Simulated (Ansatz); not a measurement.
In doubt: one-shot GW on d or f shells is unsure, so the values of those runs are not to be relied on.

Planning a GW calculation on ZnCu2SnS4 (I-4).

Symmetry: I-4, No. 82, tetragonal system. Conventional cell: a = 5.434 Å, b = 5.434 Å, c = 10.850 Å, α = 90.00°, β = 90.00°, γ = 90.00°. Nearest to Zn lie 4 S at 2.33 Å. Nearest to Cu lie 4 S at 2.33 Å. Sn has 4 S at 2.41 Å nearest. Nearest to S lie 1 Zn at 2.33 Å and 2 Cu at 2.33 Å and 1 Sn at 2.41 Å. Farther neighbours and most contacts between anions are not listed.

```
Zn Cu Sn S
1.0
    -2.71710    2.71710    5.42480
     2.71710   -2.71710    5.42480
     2.71710    2.71710   -5.42480
Zn Cu Sn S
1 2 1 4
Cartesian
  2.7171 0.0000 2.7124
  0.0000 0.0000 0.0000
  0.0000 2.7171 2.7124
  0.0000 0.0000 5.4248
  4.1093 1.3227 1.3910
  1.3227 1.3249 -1.3910
  -1.3922 1.3944 6.8158
  1.3944 1.3922 4.0338
```

The cell and positions come from the Crystallography Open Database and are kept as given unless a step says otherwise.

Runs so far (Ansatz 0.2.0, start PBE, PAW set soft_1 files, 4×4×4 mesh). Times are wall times on 1 × NVIDIA H100 80GB HBM3 (shared by 6 runs) with 3 threads of AMD EPYC 7R13 (Zen 3), shared host, good to a factor of about two.

| bands summed | cutoff (eV) | gap on the mesh (eV) | time |
| --- | --- | --- | --- |
| 200 | 57 | 1.017 | 40 s |
| 486 | 114 | 0.720 | 2.1 min |

Question: What should the next rung give, with 996 bands and screening to 190 eV, and where is the limit?

The error falls about as one over the bands when the cutoff rises with them. A line through the two highest rungs given predicts 0.614 eV; the run gave 0.632 eV, close to it. The two highest rungs put the limit near 0.547 eV, the pair below near 0.513 eV; their difference is a rough measure of what is unsettled in bands and cutoff; the mesh is a separate error.

Gaps are over the mesh's points; an edge off the mesh would be missed. Limits: not at the basis limit; mesh may overstate the screening; d shell near the gap, gap tends to lie low; no spin-orbit coupling; coarse k mesh.

[Paths, hosts, dates, memory and timing lines, banners, echoed tables and standing remarks are left out of the program output.]

[Logs are printed without paths, hosts, clocks, repeated set-up lines and the standing remarks that a program may print on its own settings, such as how far it seeks lower states.]

[Runs of the session that timed out or met a known fault of the program may be left out.]

[Cells called generated may have been cut or substituted from an entry of the Crystallography Open Database or the Materials Project.]

[Hosts, paths, dates, database ids (printed as entryN), source tags and the programs' standing remarks are cut or masked in the printed files.]
